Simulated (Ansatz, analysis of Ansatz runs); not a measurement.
## How often does Li try the jump in Cs3Li2Cl5 (Imm2)?

Aim: the prefactor of a hop in Cs3Li2Cl5 (Imm2) (V_Li hop (3.9 Å), charge −1) from the modes of the moving atom at the start and at the top of a path found beforehand. Model: a cell of 60 host atoms with 1 Li taken out.

Main program and level: Ansatz 0.2.0; plane-wave PAW DFT, PBEsol; finite-difference force constants of the moving atom alone.

## 1. Starting point

The cell holds 59 atoms: 18 Cs, 11 Li and 30 Cl. Its edges and angles: a = 12.405 Å, b = 11.479 Å, c = 12.396 Å, α = 103.4°, β = 99.6°, γ = 90.0°. It derives from Cs3Li2Cl5 (space group Imm2). Nearest the centre at fractional (0.582, 0.729, 0.502): Cl55 at 1.47 Å, Li54 at 1.97 Å, Cl37 at 2.36 Å, Cs31 at 3.13 Å, Cs32 at 3.39 Å, Cl35 at 3.39 Å, Li53 at 3.54 Å, Li34 at 3.56 Å. The cell carries charge −1.

The cell's shortest repeat is 11.5 Å.

## 2. Vibrations of the moving atom at the start point

Harmonic transition-state theory takes the prefactor from the modes at the minimum and at the top. Only the moving atom is displaced, by 0.02 Å, which takes six displaced runs and a reference; the host's atoms are held.

qm1.start.modes/input.yaml

```yaml
crystal:
  lattice:
    - [-7.26279126, 0.0, 10.05668361]
    - [-9.30599473, 0.0, -6.72048182]
    - [3.53696389, -11.88058461, 0.00400652]
  atoms:
    - { symbol: Cs, position: [0.20689967, 0.17860425, 0.75501509] }
    - { symbol: Cs, position: [0.29597899, 0.31613825, 0.25087334] }
    - { symbol: Cs, position: [0.24679129, 0.49321111, -0.00337008] }
    - { symbol: Li, position: [0.15210561, 0.09172516, 0.43183869] }
    - { symbol: Li, position: [0.00877629, 0.37384346, 0.56709965] }
    - { symbol: Cl, position: [0.0016281, 0.16246798, 0.52245594] }
    - { symbol: Cl, position: [0.12111379, 0.05679298, 0.23753377] }
    - { symbol: Cl, position: [0.15873149, 0.39648665, 0.47626114] }
    - { symbol: Cl, position: [0.04050163, 0.43681543, 0.76182235] }
    - { symbol: Cl, position: [0.08080053, 0.24393355, -0.00030153] }
    - { symbol: Cs, position: [0.20799653, 0.68273803, 0.75588208] }
    - { symbol: Cs, position: [0.29630541, 0.79309461, 0.25710586] }
    - { symbol: Cs, position: [0.25026932, 0.99383635, 0.00618231] }
    - { symbol: Li, position: [0.15005751, 0.58715639, 0.43264589] }
    - { symbol: Li, position: [0.00949693, 0.87259814, 0.56908394] }
    - { symbol: Cl, position: [0.00166739, 0.66072723, 0.52315021] }
    - { symbol: Cl, position: [0.11666379, 0.55404975, 0.23653905] }
    - { symbol: Cl, position: [0.15786732, 0.90437578, 0.47986433] }
    - { symbol: Cl, position: [0.04208969, 0.93656565, 0.76465394] }
    - { symbol: Cl, position: [0.08178492, 0.74492594, 0.00336453] }
    - { symbol: Cs, position: [0.53984675, 0.17739785, 0.75219686] }
    - { symbol: Cs, position: [0.61726121, 0.31469344, 0.24768713] }
    - { symbol: Cs, position: [0.580583, 0.49677926, -0.0071056] }
    - { symbol: Li, position: [0.48759206, 0.10047328, 0.43692754] }
    - { symbol: Li, position: [0.3425085, 0.37236742, 0.56647666] }
    - { symbol: Cl, position: [0.3307383, 0.15983243, 0.52412795] }
    - { symbol: Cl, position: [0.45518718, 0.05576169, 0.24100727] }
    - { symbol: Cl, position: [0.49554903, 0.38971526, 0.48412694] }
    - { symbol: Cl, position: [0.37239037, 0.43533057, 0.76171272] }
    - { symbol: Cl, position: [0.41415179, 0.2389435, -0.00438241] }
    - { symbol: Cs, position: [0.53481366, 0.66893249, 0.72351432] }
    - { symbol: Cs, position: [0.61891338, 0.79360171, 0.25695772] }
    - { symbol: Cs, position: [0.5811081, 0.9877767, 0.00123993] }
    - { symbol: Li, position: [0.33953012, 0.87158337, 0.56940029] }
    - { symbol: Cl, position: [0.3206724, 0.66407353, 0.52196864] }
    - { symbol: Cl, position: [0.4508844, 0.54686199, 0.21332412] }
    - { symbol: Cl, position: [0.49664228, 0.91054913, 0.49102339] }
    - { symbol: Cl, position: [0.37377271, 0.93707238, 0.76458612] }
    - { symbol: Cl, position: [0.4135291, 0.74609268, -0.00194] }
    - { symbol: Cs, position: [0.87423727, 0.17987558, 0.75429139] }
    - { symbol: Cs, position: [0.95505185, 0.30138743, 0.2436915] }
    - { symbol: Cs, position: [0.91440269, 0.49381814, -0.00030478] }
    - { symbol: Li, position: [0.8211253, 0.09174137, 0.43127529] }
    - { symbol: Li, position: [0.6759004, 0.37214859, 0.56610135] }
    - { symbol: Cl, position: [0.67352409, 0.1596447, 0.52424359] }
    - { symbol: Cl, position: [0.78693665, 0.05587974, 0.23665496] }
    - { symbol: Cl, position: [0.82895935, 0.39640733, 0.47535809] }
    - { symbol: Cl, position: [0.71177951, 0.43547478, 0.76151557] }
    - { symbol: Cl, position: [0.74840006, 0.24402016, -0.00115652] }
    - { symbol: Cs, position: [0.87325793, 0.68144576, 0.75535835] }
    - { symbol: Cs, position: [0.95552314, 0.8054009, 0.24634049] }
    - { symbol: Cs, position: [0.91464212, 0.99323269, 0.00090219] }
    - { symbol: Li, position: [0.82287941, 0.58732258, 0.43209495] }
    - { symbol: Li, position: [0.67974069, 0.87160127, 0.56972204] }
    - { symbol: Cl, position: [0.68272373, 0.6643059, 0.522579] }
    - { symbol: Cl, position: [0.79124282, 0.55447864, 0.23605421] }
    - { symbol: Cl, position: [0.831368, 0.90460521, 0.47985743] }
    - { symbol: Cl, position: [0.71053482, 0.93749005, 0.7653416] }
    - { symbol: Cl, position: [0.75042271, 0.74395435, 0.00156772] }
  symmetry: { detect: false }
total_charge: -1
basis:
  ecutwfc: 420
  xc_grid: 2
hamiltonian:
  xc: pbesol
kpoints:
  mp_grid: { grid: [1, 1, 1], shift: [0.25, 0.25, 0.25] }
scf:
  occupations: { method: fixed }
  max_iter: 150
phonons:
  supercell: [1, 1, 1]
  displaced_sites: [53]
  amplitude: 0.02
```

Launch:

```bash
ansatz run input.yaml --threads 32 --pin off --max-ram 84787MiB --backend cuda --events-out ev --progress --plain --runs-dir out --max-vram 78GiB
```

Numbers of over 12 decimals in the logs are rounded to 6 here.

The program printed:

```text
Engine: ansatz 0.2.0, aarch64-unknown-linux-gnu
[...]
Pseudopotential: Cs, paw, valence charge 9, recommended cutoff 420 eV (normal), Cs.paw.azcp
Pseudopotential: Li, paw, valence charge 3, recommended cutoff 420 eV (normal), Li.paw.azcp
Pseudopotential: Cl, paw, valence charge 7, recommended cutoff 420 eV (normal), Cl.paw.azcp
Functional definition: PBEsol
[...]
Crystal: 59 atoms, lattice volume = 1691.758 Å³
Basis set: ecut = 420 eV, 33071 PW (Γ), exchange–correlation on 180×160×180 points (8 copies of the dense FFT grid, shifted against one another)
Bands: 262, of which v1, the nominal top of the filled ones, is band 203 counted from 1 (202 counted from 0)
[...]
k-points: 1
[...]
Functional: x = pbesol(κ = 0.804, μ = 0.123457), c = pbesol(β = 0.046)
SCF iter   1: F=—  HF=-134709.313325 eV  |F-HF|=—  |Δ(HF+E_count)|=         —  Δρ=4.42e-3  dr2=5.07e-1  ethr=1.77e-3  ⟨swp⟩=7.0  Hψ=852  notcnv=0  defer=56
[...]
SCF iter   2: F=—  HF=-134709.180340 eV  |F-HF|=—  |Δ(HF+E_count)|=   1.33e-1  Δρ=1.62e-3  dr2=6.64e-2  ethr=1.25e-4  ⟨swp⟩=5.0  Hψ=477  notcnv=0  defer=57
[...]
SCF 1 converged in 9 iterations: F = -134709.176323 eV  dr2 = 3.69e-10
[...]
SCF iter   7: F=-134709.175734 eV  HF=-134709.175734 eV  |F-HF|=2.91e-11  |Δ(HF+E_count)|=  4.66e-10  Δρ=3.37e-8  dr2=2.83e-11  ethr=1.00e-12  ⟨swp⟩=4.0  Hψ=846  notcnv=0
[...]
SCF iter   5: F=-134709.175946 eV  HF=-134709.175946 eV  |F-HF|=1.16e-10  |Δ(HF+E_count)|=  7.57e-10  Δρ=7.33e-8  dr2=6.28e-11  ethr=1.00e-12  ⟨swp⟩=4.0  Hψ=846  notcnv=0
[...]
SCF 7 converged in 5 iterations: F = -134709.175820 eV  dr2 = 5.53e-11
SCF converged after 9 iterations
[...]
--- Band table (eV) ---
[...]
--- Phonons: 6 displaced members + reference (amplitude 0.02 Å, Σ member SCF iterations 36) ---
  symmetry images taken by strict's conditions (phonons.symmetry_images: auto; settled by no image being taken that strict refuses)
  force constants formed among 1 of 59 sites (Li 53); the other 58 at rest. The modes move the named sites alone.
  the frequencies, the zero-point energy and the sums are of the block with the acoustic sum rule laid on its rows. Row sums over every site: 8.2e-5 eV/Å² at the most
  transpose residual: 3.7e-4 eV/Å²
  largest component of a force at the reference: 5.2e-3 eV/Å on a named site, 1.1e-2 eV/Å on a site at rest
  frequencies among the named sites at Γ of the cell (cm⁻¹): 300.33 315.06 361.75
  unstable modes among the named sites: 0
  frequencies as built, with no sum rule (cm⁻¹): 300.33 315.06 361.76
  zero-point energy: 0.060575 eV/cell   skipped modes (ω ≤ 0): 0
  not written: the harmonic force-constant file, the file of eigenvectors (these modes' are written with the force constants), the density of states and the dispersion, which are of every site
[...]
```

Wall time 3.4 s (1 × NVIDIA GB200 with 32 threads of Arm Neoverse V2, shared host); peak memory 2 GiB.

In the SCF lines HF is the Harris–Foulkes energy and dr2 the Hartree energy of the density residual, in eV; the loop may stop once dr2 is under the threshold and the program's other checks hold. Hψ counts applications of the Hamiltonian.

This step gave:

| Item | Value |
| --- | --- |
| free energy | -134709.1763 eV |
| frequencies of moving atom | 300.3, 315.1, 361.7 cm⁻¹ (negative: imaginary) |

The three modes are 300, 315 and 362 cm⁻¹: all real, a minimum for this atom with the others held.

## 3. Vibrations of the moving atom at the top of the path

The same at the top, where the mode along the path should be imaginary.

qm1.top.modes/input.yaml

```yaml
crystal:
  lattice:
    - [-7.26279126, 0.0, 10.05668361]
    - [-9.30599473, 0.0, -6.72048182]
    - [3.53696389, -11.88058461, 0.00400652]
  atoms:
    - { symbol: Cs, position: [0.20326018, 0.18411428, 0.76107243] }
    - { symbol: Cs, position: [0.2932688, 0.31777831, 0.24538818] }
[... 25 atom lines left out ...]
    - { symbol: Cl, position: [0.48755542, 0.36169113, 0.4763647] }
[... 2 atom lines left out ...]
    - { symbol: Cs, position: [0.54238806, 0.66730983, 0.76959738] }
    - { symbol: Cs, position: [0.62204125, 0.80640989, 0.2546177] }
[... 1 atom line left out ...]
    - { symbol: Li, position: [0.33561549, 0.88880069, 0.56836313] }
    - { symbol: Cl, position: [0.35620618, 0.67792207, 0.53358577] }
    - { symbol: Cl, position: [0.45334151, 0.55436997, 0.22014358] }
    - { symbol: Cl, position: [0.48353641, 0.92378117, 0.47566089] }
[... 15 atom lines left out ...]
    - { symbol: Li, position: [0.82412753, 0.59145294, 0.4341703] }
    - { symbol: Li, position: [0.55025353, 0.76984254, 0.54355301] }
    - { symbol: Cl, position: [0.66997546, 0.623262, 0.52701054] }
[... 1 atom line left out ...]
    - { symbol: Cl, position: [0.83503765, 0.88964433, 0.46831876] }
    - { symbol: Cl, position: [0.6893487, 0.91662671, 0.75931824] }
    - { symbol: Cl, position: [0.74820579, 0.73999885, 0.00327728] }
  symmetry: { detect: false }
total_charge: -1
basis:
  ecutwfc: 420
  xc_grid: 2
hamiltonian:
  xc: pbesol
kpoints:
  mp_grid: { grid: [1, 1, 1], shift: [0.25, 0.25, 0.25] }
scf:
  occupations: { method: fixed }
  max_iter: 150
phonons:
  supercell: [1, 1, 1]
  displaced_sites: [53]
  amplitude: 0.02
```

The program printed:

```text
[...]
Crystal: 59 atoms, lattice volume = 1691.758 Å³
Basis set: ecut = 420 eV, 33071 PW (Γ), exchange–correlation on 180×160×180 points (8 copies of the dense FFT grid, shifted against one another)
Bands: 262, of which v1, the nominal top of the filled ones, is band 203 counted from 1 (202 counted from 0)
[...]
k-points: 1
[...]
SCF iter   1: F=—  HF=-134708.644839 eV  |F-HF|=—  |Δ(HF+E_count)|=         —  Δρ=4.41e-3  dr2=5.00e-1  ethr=1.77e-3  ⟨swp⟩=7.0  Hψ=857  notcnv=0  defer=56
[...]
SCF iter   2: F=—  HF=-134708.514291 eV  |F-HF|=—  |Δ(HF+E_count)|=   1.31e-1  Δρ=1.62e-3  dr2=6.48e-2  ethr=1.23e-4  ⟨swp⟩=2.0  Hψ=464  notcnv=0  defer=57
[...]
SCF 1 converged in 9 iterations: F = -134708.510513 eV  dr2 = 3.37e-10
[...]
SCF iter   7: F=-134708.510147 eV  HF=-134708.510147 eV  |F-HF|=2.91e-11  |Δ(HF+E_count)|=  6.11e-10  Δρ=4.10e-8  dr2=4.25e-11  ethr=1.00e-12  ⟨swp⟩=4.0  Hψ=846  notcnv=0
[...]
SCF iter   5: F=-134708.510385 eV  HF=-134708.510385 eV  |F-HF|=8.73e-11  |Δ(HF+E_count)|=   1.11e-9  Δρ=8.45e-8  dr2=8.07e-11  ethr=1.00e-12  ⟨swp⟩=4.0  Hψ=846  notcnv=0
[...]
SCF 7 converged in 5 iterations: F = -134708.509443 eV  dr2 = 5.00e-11
SCF converged after 9 iterations
[...]
--- Band table (eV) ---
[...]
transpose residual: 1.2e-3 eV/Å²
[...]
frequencies among the named sites at Γ of the cell (cm⁻¹): -126.66 249.16 498.62
  unstable modes among the named sites: 1
  frequencies as built, with no sum rule (cm⁻¹): -126.69 249.16 498.62
  zero-point energy: 0.046357 eV/cell   skipped modes (ω ≤ 0): 1, of them read as no rigid motion or as one in doubt: 1 (1.000e0 modes/cell left out, lowest -126.66 cm⁻¹)
[...]
```

The job ended after 4.2 s (1 × NVIDIA GB200 with 32 threads; peak memory 2.1 GiB; 15 s of CPU time).

Read from the output:

- free energy: -134708.5105 eV
- frequencies of moving atom: -126.7, 249.2, 498.6 cm⁻¹ (negative: imaginary)

The three modes are 127i, 249 and 499 cm⁻¹: one imaginary, a saddle of first order for this atom with the others held.

## 4. Attempt frequency and hop rate

Analysis of the runs above: harmonic transition-state theory from the moving atom's modes alone (Vineyard), PBEsol.

It gives:

```yaml
attempt_frequency: 8.260 THz
```

The hop rate by temperature:

```csv
temperature (K),hop rate (1/s)
200,1.4e-4
300,53.9
400,33739
600,2.1e7
800,5.3e8
1000,3.6e9
```

## 5. What came out

```
attempt frequency (attempt frequency and hop rate) : 8.26 THz
```

What this shows: The attempt frequency, the product of the three frequencies at the start over that of the two real ones at the top (Vineyard), is 8.3 THz. With the barrier of 0.67 eV it gives 2.1e+07 hops a second at 600 K along this one path; equivalent neighbouring sites multiply that. The host's atoms were held, though they move along the path too, so the prefactor is rough. Keep in mind: one k-point off the zone centre stands for the whole zone; spin–orbit coupling, which can matter with heavy atoms, is left out.

[Logs are printed without paths, hosts, clocks, repeated set-up lines and the standing remarks that a program may print on its own settings, such as how far it seeks lower states.]

[Hosts, paths, dates, database ids (printed as entryN), source tags and the programs' standing remarks are cut or masked in the printed files.]
